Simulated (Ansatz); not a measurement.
# What CaTiSe3 (model cell, started as cubic perovskite with Ti in the octahedra) distorts into, part 3 of 3

Aim: this structure of CaTiSe3 (model cell, started as cubic perovskite with Ti in the octahedra) is to be tested for unstable modes, and one is followed downhill.

Ansatz 0.2.0; DFT PBEsol, scalar-relativistic, plane waves, PAW; PAW set soft_1.

So far. Step 5 (Energy along the mode, all amplitudes (two of the runs …): The lowest of the steps tried is the last one, at 0.6 Å, 134 meV/atom below the parent; the bottom of the well need not coincide with a step. Step 7 (The new phase in its own primitive cell): The largest force component left is 0.52 meV/Å and the pressure is -0.002 GPa, within the tolerances set. The cell now holds 23.01 Å³/atom. The relaxed cell has a, b, c = 6.911, 9.584, 6.948 Å (conventional setting).

The structure was built from a prototype and need not be the compound's stable phase.

### Step 8. Modes of the new phase

A relaxed structure may still be a saddle point, so its zone-centre modes are computed. No field response is asked, since the mesh shows no gap.

input.yaml

```yaml
crystal:
  lattice:
    - [-3.4556697118, 4.7920189653, 3.474123412]
    - [3.4556697118, -4.7920189653, 3.474123412]
    - [3.4556697118, 4.7920189653, -3.474123412]
  atoms:
    - { symbol: Ca, position: [0.7223193188, 0.9723193188, 0.75] }
    - { symbol: Ca, position: [0.2776806812, 0.0276806812, 0.25] }
    - { symbol: Ti, position: [0.5, 0.5, 0.0] }
    - { symbol: Ti, position: [0.0, 0.5, 0.5] }
    - { symbol: Se, position: [0.864565857, 0.614565857, 0.25] }
    - { symbol: Se, position: [0.135434143, 0.385434143, 0.75] }
    - { symbol: Se, position: [0.6880168197, 0.0, 0.1880168197] }
    - { symbol: Se, position: [0.3119831803, 0.0, 0.8119831803] }
    - { symbol: Se, position: [0.3119831803, 0.5, 0.3119831803] }
    - { symbol: Se, position: [0.6880168197, 0.5, 0.6880168197] }
kpoints:
  mp_grid: { grid: [8, 8, 8] }
hamiltonian:
  xc: pbesol
  pseudopotentials: { kind: paw, azcp: { folder: soft_1 }, xc_functional: pbe }
scf:
  occupations: { method: methfessel_paxton, width: 0.2 }
output:
  eigenvalues: true
phonons:
  method: dfpt
```

Launch:

```sh
> ansatz run input.yaml --threads 4 --pin off --max-ram 16384MiB --backend cpu --events-out ev --progress --plain --runs-dir out
```

Numbers of over 12 decimals in the logs are rounded to 6 here.

What it wrote:

```text
Engine: ansatz 0.2.0, aarch64-unknown-linux-gnu
Pseudopotentials: kind: paw
Pseudopotential: Ca, paw, valence charge 10, recommended cutoff 420 eV (normal), soft_1/Ca.paw.azcp
Pseudopotential: Ti, paw, valence charge 12, recommended cutoff 420 eV (normal), soft_1/Ti.paw.azcp
Pseudopotential: Se, paw, valence charge 16, recommended cutoff 420 eV (normal), soft_1/Se.paw.azcp
Functional definition: PBEsol
  exchange = pbesol_x
  correlation = pbesol_c
Crystal: 10 atoms, lattice volume = 230.121 Å³
Basis set: ecut = 420 eV, 4513 PW (Γ), exchange–correlation on 96×96×96 points (8 copies of the dense FFT grid, shifted against one another)
Bands: 84, of which v1, the nominal top of the filled ones, is band 70 counted from 1 (69 counted from 0)
Symmetry: 8 space group operations
k-points: 260 of 512 (irreducible under 1 space group operation, time reversal used)
Non-local potential: Ca, projectors of the file, l = 0: 3, l = 1: 2, l = 2: 2
Non-local potential: Ti, projectors of the file, l = 0: 3, l = 1: 2, l = 2: 3, l = 3: 1
Non-local potential: Se, projectors of the file, l = 0: 2, l = 1: 2, l = 2: 3, l = 3: 1
PAW form: soft (Blöchl's): semilocal exchange-correlation on the pseudo side does not see the compensation charge
PAW frozen core: Ca, regenerated for the run's functional, and the local potential with it (the file was generated under x = pbe(κ = 0.804, μ = 0.219515), c = pbe(β = 0.066725))
PAW frozen core: Ti, regenerated for the run's functional, and the local potential with it (the file was generated under x = pbe(κ = 0.804, μ = 0.219515), c = pbe(β = 0.066725))
PAW frozen core: Se, regenerated for the run's functional, and the local potential with it (the file was generated under x = pbe(κ = 0.804, μ = 0.219515), c = pbe(β = 0.066725))
PAW one-centre angular grid: Ca, 110 points (default); XC on 64 Gauss nodes
PAW one-centre angular grid: Ti, 590 points (default); XC on 64 Gauss nodes
PAW one-centre angular grid: Se, 590 points (default); XC on 64 Gauss nodes
Initial density: superposition of atomic densities (chi_scale 0.1, normalization cell, long waves kept (reshape's long-wave potential 0.00 eV rms))
Initial wavefunctions: pseudopotential atomic-orbital guess
Functional: x = pbesol(κ = 0.804, μ = 0.123457), c = pbesol(β = 0.046)
SCF iter   1: F=—  HF=-41098.962000 eV  |F-HF|=—  |Δ(HF+E_count)|=         —  Δρ=8.68e-2  dr2=3.23e1  ethr=3.10e-3  ⟨swp⟩=7.0  Hψ=84474  notcnv=0
preconditioner: auto → Kerker (q_TF=auto, 2.511 Å⁻¹)  [metal: Δε(μ)=0.003 eV  Ē_g=6.233 eV  σ=0.200 eV  W_gap=0.01  n_scr=58 (ndim 8)  ℏωp=17.0 eV  f_vac=0.000  D(μ)=4.91/eV (n_scr^D=26)]
SCF iter   2: F=—  HF=-41095.321431 eV  |F-HF|=—  |Δ(HF+E_count)|=    3.64e0  S|Δr|=    0.00e0  Δρ=4.46e-2  dr2=8.92e0  ethr=3.10e-3  ⟨swp⟩=3.0  Hψ=36588  notcnv=0  defer=940
SCF iter   3: F=—  HF=-41093.985532 eV  |F-HF|=—  |Δ(HF+E_count)|=    1.34e0  S|Δr|=    0.00e0  Δρ=1.07e-2  dr2=5.54e-1  ethr=3.10e-3  ⟨swp⟩=3.8  Hψ=31050  notcnv=0  defer=936
SCF iter   4: F=—  HF=-41093.896403 eV  |F-HF|=—  |Δ(HF+E_count)|=   8.91e-2  S|Δr|=    0.00e0  Δρ=3.81e-3  dr2=6.41e-2  ethr=3.96e-4  ⟨swp⟩=3.1  Hψ=43338  notcnv=0  defer=1291
SCF iter   5: F=—  HF=-41093.886583 eV  |F-HF|=—  |Δ(HF+E_count)|=   9.82e-3  S|Δr|=    0.00e0  Δρ=1.53e-3  dr2=9.81e-3  ethr=4.58e-5  ⟨swp⟩=2.0  Hψ=33894  notcnv=0  defer=1279
SCF iter   6: F=—  HF=-41093.886083 eV  |F-HF|=—  |Δ(HF+E_count)|=   5.00e-4  S|Δr|=    0.00e0  Δρ=5.06e-4  dr2=1.14e-3  ethr=7.01e-6  ⟨swp⟩=2.0  Hψ=38250  notcnv=0  defer=1279
SCF iter   7: F=—  HF=-41093.886100 eV  |F-HF|=—  |Δ(HF+E_count)|=   1.78e-5  S|Δr|=    0.00e0  Δρ=1.72e-4  dr2=2.21e-4  ethr=8.12e-7  ⟨swp⟩=2.0  Hψ=38319  notcnv=0  defer=1279
SCF iter   8: F=—  HF=-41093.886101 eV  |F-HF|=—  |Δ(HF+E_count)|=   9.65e-7  S|Δr|=    0.00e0  Δρ=8.55e-5  dr2=5.35e-5  ethr=1.58e-7  ⟨swp⟩=2.0  Hψ=38200  notcnv=0  defer=1279
SCF iter   9: F=—  HF=-41093.886085 eV  |F-HF|=—  |Δ(HF+E_count)|=   1.60e-5  S|Δr|=    0.00e0  Δρ=4.69e-5  dr2=1.62e-5  ethr=3.82e-8  ⟨swp⟩=2.0  Hψ=38202  notcnv=0  defer=1279
[...]
SCF iter  13: F=—  HF=-41093.885957 eV  |F-HF|=—  |Δ(HF+E_count)|=   3.32e-9  S|Δr|=    0.00e0  Δρ=6.08e-7  dr2=2.70e-9  ethr=1.80e-11  ⟨swp⟩=2.0  Hψ=25531  notcnv=0  defer=1279
SCF iter  14: F=—  HF=-41093.885957 eV  |F-HF|=—  |Δ(HF+E_count)|=  5.82e-11  S|Δr|=    0.00e0  Δρ=4.54e-7  dr2=6.28e-10  ethr=1.93e-12  ⟨swp⟩=2.0  Hψ=38172  notcnv=0  defer=1279
SCF iter  15: F=—  HF=-41093.885957 eV  |F-HF|=—  |Δ(HF+E_count)|=  8.73e-11  S|Δr|=    0.00e0  Δρ=1.69e-7  dr2=9.24e-11  ethr=1.00e-12  ⟨swp⟩=2.0  Hψ=38142  notcnv=0  defer=1279
SCF iter  16: F=—  HF=-41093.885957 eV  |F-HF|=—  |Δ(HF+E_count)|=  1.46e-11  S|Δr|=    0.00e0  Δρ=7.37e-8  dr2=1.26e-11  ethr=1.00e-12  ⟨swp⟩=1.0  Hψ=20487  notcnv=0  defer=1279
SCF iter  17: F=-41093.885957 eV  HF=-41093.885957 eV  |F-HF|=0.00e0  |Δ(HF+E_count)|=  7.28e-12  S|Δr|=    0.00e0  Δρ=2.10e-8  dr2=1.81e-12  ethr=1.00e-12  ⟨swp⟩=12.9  Hψ=108614  notcnv=0
SCF 1 converged in 17 iterations: F = -41093.885957 eV  dr2 = 1.81e-12
[...]
DFPT response loops at Γ: preconditioner auto → Kerker (q_TF=auto, 2.511 Å⁻¹) (partly filled bands, converged f_vac=0.024); β = 1.00, the filter's whole step (`scf.mixing.beta` (0.50) is not read by the response loops under this deck's `scf.mixing.preconditioner`; to damp them name `kerker` or `kerker_dos`, under which they read `scf.mixing.beta`, and type it under 1.00, their step now; both keys bind the ground state too); Broyden in place of MSR1
```

Wall time 45 min (4 threads of Arm Neoverse V1, shared host); peak memory 12 GiB.

The run was cut off at the time limit after its SCF cycle had converged; no result of it is taken.

The program's message: “Warning:”

### Step 9. What came out

```
unstable mode of the parent                                                      : q = (-0.5, -0.5, -0.5), 104i cm⁻¹
depth at the lowest point sampled                                                : 134 meV/atom
largest atomic shift at that point                                               : 0.6 Å
space group reached (within 0.01 Å)                                              : Imma
energy gained over the parent (first relaxation, on the mesh of the frozen mode) : 181 meV/atom
volume per atom, phase reached                                                   : 23.0 Å³
```

What this shows: Along this mode the structure falls into Imma, 181 meV/atom below the parent. At the parent's cell the well is 134.1 meV/atom deep on the steps tried, with its lowest point at a shift of 0.6 Å. That is the last step tried, so the steps alone don't bracket the bottom of the well. Relaxing atoms and cell changes the gain by +46.99 meV/atom against the lowest step (energies at zero smearing). The modes of the phase reached were not computed on this path. Of the 4 patterns followed to their end from this parent, this one reaches the lowest energy. Each path keeps the symmetry of its pattern, so a lower phase may lie along a pattern not tried. With no gap, or one that is small against the smearing, the frequencies hang on the k mesh and the smearing, most of all near Kohn anomalies. The PAW files were made for PBE and serve the other functionals too. The starting cell was built on a prototype and not taken from a measurement, so the phase need not exist.

[Logs are printed without paths, hosts, clocks, repeated set-up lines and the standing remarks that a program may print on its own settings, such as how far it seeks lower states.]

[Hosts, paths, dates, database ids (printed as entryN), source tags and the programs' standing remarks are cut or masked in the printed files.]
